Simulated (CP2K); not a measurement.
Two runs for the N K edge of 2-fluoroimidazole. Run A: CP2K XAS_TDP, all-electron GAPW, PBEh(45%), aug-cc-pVDZ, TDA, no relativity. Run B differs in one setting.

First lines with a strength over 0.0015. A:

```tsv
atom	energy (eV)	states	strength, one atom
N3 (bonded to 2 C)	396.35	1	0.0510
	399.57	1	0.0023
	400.68	1	0.0044
	401.36	1	0.0093
	401.77	1	0.0040
N6 (bonded to 2 C and H)	398.79	1	0.0334
	399.51	1	0.0154
	401.29	1	0.0046
	401.49	1	0.0042
	402.11	1	0.0017
```

B:

```tsv
atom	energy (eV)	states	strength, one atom
N3 (bonded to 2 C)	401.41	1	0.0503
	404.63	1	0.0023
	405.74	1	0.0043
	406.42	1	0.0092
	406.83	1	0.0039
N6 (bonded to 2 C and H)	403.82	1	0.0330
	404.54	1	0.0152
	406.32	1	0.0045
	406.52	1	0.0041
	407.14	1	0.0017
```

Question: Which was it: the functional, GW2X switched on, scalar relativity switched on, the basis?

GW2X switched on. GW2X shifts an atom's lines together and keeps their spacings. Against PBEh(45%) in aug-cc-pVDZ, the leading lines move by +5.06 eV (N3, to 401.41) and +5.03 eV (N6, to 403.82).

[Banner, clock and machine lines of the logs are left out without a mark of their own.]

[Logs are printed without paths, hosts, clocks, repeated set-up lines and the standing remarks that a program may print on its own settings, such as how far it seeks lower states.]

[Hosts, paths, dates, database ids (printed as entryN), source tags and the programs' standing remarks are cut or masked in the printed files.]
